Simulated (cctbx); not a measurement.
# From intensities to atoms

Cell a = 5.3480 Å, b = 5.3480 Å, c = 5.3480 Å, α = 90.00°, β = 90.00°, γ = 90.00°; space group Pm-3m (no. 221); content Tl1 Br3 Mg1.

The data are simulated with cctbx, not measured: Mo Kα, λ = 0.71073 Å, to d = 0.75 Å, 95 % of the full sphere, strongest reflection 5000 counts, noise from counting, a 6 % proportional error and a noise floor of 4 counts (s.d.); no absorption.

Charge flipping in P1 on plain amplitudes to 0.8 Å, δ = 0.9 σ, 30 % of the reflections treated as weak, 150 cycles:

```text
cycle      R  skewness
    0  0.460     0.34
   12  0.329     1.92
   24  0.315     5.29
   36  0.335     6.24
   48  0.295     6.24
   60  0.300     6.03
   72  0.310     6.07
   84  0.299     6.11
   96  0.314     6.14
  108  0.300     6.26
  120  0.315     5.95
  132  0.312     6.27
  144  0.324     6.03
origin shift          correlation  skewness
 0.282  0.807  0.089      0.860      0.62
 0.095  0.656  0.197      0.856      7.06
 0.095  0.657  0.697      0.856      6.98
 0.095  0.157  0.197      0.855      6.81
taken: symmetry correlation 0.856, skewness 7.06
peak      x       y       z  mult  height/sigma
Q1    0.5000  0.5000  0.5000    1     19.7
Q2    0.0000  0.0000  0.5000    3     14.4
Q3    0.0000  0.0000  0.0000    1      2.8
Q4    0.2666  0.5000  0.5000    6      2.0
Q5    0.0000  0.1655  0.1655   12      1.2
Q6    0.0000  0.3798  0.5000   12      1.1
Q7    0.2980  0.2980  0.2980    8      1.0
Q8    0.0000  0.0000  0.3189    6      0.8
```

The origin is taken among those within 0.04 of the best correlation, by the skewness of the map.

Run time: 1.7 s on 1 thread of Arm Neoverse V2 (shared host), peak memory 0.07 GiB.

**Question.** Which peaks are atoms, and which elements?

Heights go roughly as Z and multiplicities must add up to the content. First model: Q1 = Tl1 (1 in the cell, height 19.7), Q2 = Br1 (3 in the cell, height 14.4) and Q3 = Mg1 (1 in the cell, height 2.8). Against the true structure, Q1 is Tl, Q2 is Br and Q3 is Mg; the other peaks are not atoms.

Least squares on F², isotropic:

```text
Rint 0.058, 60 unique reflections to 0.76 A
cycle     R1     wR2    GooF  max shift (A)
   1  0.1240  0.2676  13.902   0.00000
   2  0.0081  0.0196   1.018   0.00000
final R1 0.0081 wR2 0.0196 GooF 1.018  parameters 3  data/parameter 20.0
atom        x        y        z      Ueq    occ   su(xyz)  su(Uiso or U11)
Tl1    0.50000  0.50000  0.50000   0.0054  1.000  0.00000  0.0001
Br1    0.00000  0.00000  0.50000   0.0076  1.000  0.00000  0.0002
Mg1    0.00000  0.00000  0.00000   0.0072  1.000  0.00000  0.0005
difference map: max 0.69 min -0.38 rms 0.11
Q1    0.0000  0.0000  0.4072    6    0.70  0.50 A from Br1
Q2    0.0000  0.3906  0.3906   12    0.36  2.17 A from Br1
Q3    0.0000  0.0000  0.0000    1    0.28  0.00 A from Mg1
Q4    0.0927  0.5000  0.5000    6    0.27  2.18 A from Tl1
Q5    0.0000  0.1825  0.3688   24    0.25  1.20 A from Br1
```

Anisotropic refinement:

```text
Rint 0.058, 60 unique reflections to 0.76 A
cycle     R1     wR2    GooF  max shift (A)
   1  0.0081  0.0196   1.027   0.00000
   2  0.0075  0.0176   0.920   0.00000
final R1 0.0075 wR2 0.0176 GooF 0.920  parameters 4  data/parameter 15.0
atom        x        y        z      Ueq    occ   su(xyz)  su(Uiso or U11)
Tl1    0.50000  0.50000  0.50000   0.0054  1.000  0.00000  0.0001
Br1    0.00000  0.00000  0.50000   0.0076  1.000  0.00000  0.0002
Mg1    0.00000  0.00000  0.00000   0.0071  1.000  0.00000  0.0005
difference map: max 0.34 min -0.42 rms 0.10
Q1    0.0000  0.3913  0.3913   12    0.35  2.17 A from Br1
Q2    0.0000  0.0000  0.3709    6    0.29  0.69 A from Br1
Q3    0.0000  0.1803  0.3670   24    0.26  1.20 A from Br1
Q4    0.0000  0.0000  0.5000    3    0.26  0.00 A from Br1
Q5    0.0000  0.0000  0.0000    1    0.25  0.00 A from Mg1
Q6    0.0946  0.5000  0.5000    6    0.22  2.17 A from Tl1
```

**Reading.** The refinement ends at R1 = 0.0075, wR2 = 0.0176, GooF = 0.92, with difference density between -0.42 and 0.34 e/Å³. Every site matches the true model in element, within 0.001 Å r.m.s., up to an allowed shift of origin.

True model:

| atom | mult. | x | y | z | Ueq (Å²) |
| --- | --- | --- | --- | --- | --- |
| Tl1 | 1 | 0 | 0 | 0 | 0.0053 |
| Br1 | 3 | 1/2 | 1/2 | 0 | 0.0075 |
| Mg1 | 1 | 1/2 | 1/2 | 1/2 | 0.0064 |

The model is made up (kin elements in a known structure type, no relaxation), so it says nothing on whether the phase exists.

[Middle refinement cycles are left out of these outputs.]

[Logs are printed without paths, hosts, clocks, repeated set-up lines and the standing remarks that a program may print on its own settings, such as how far it seeks lower states.]
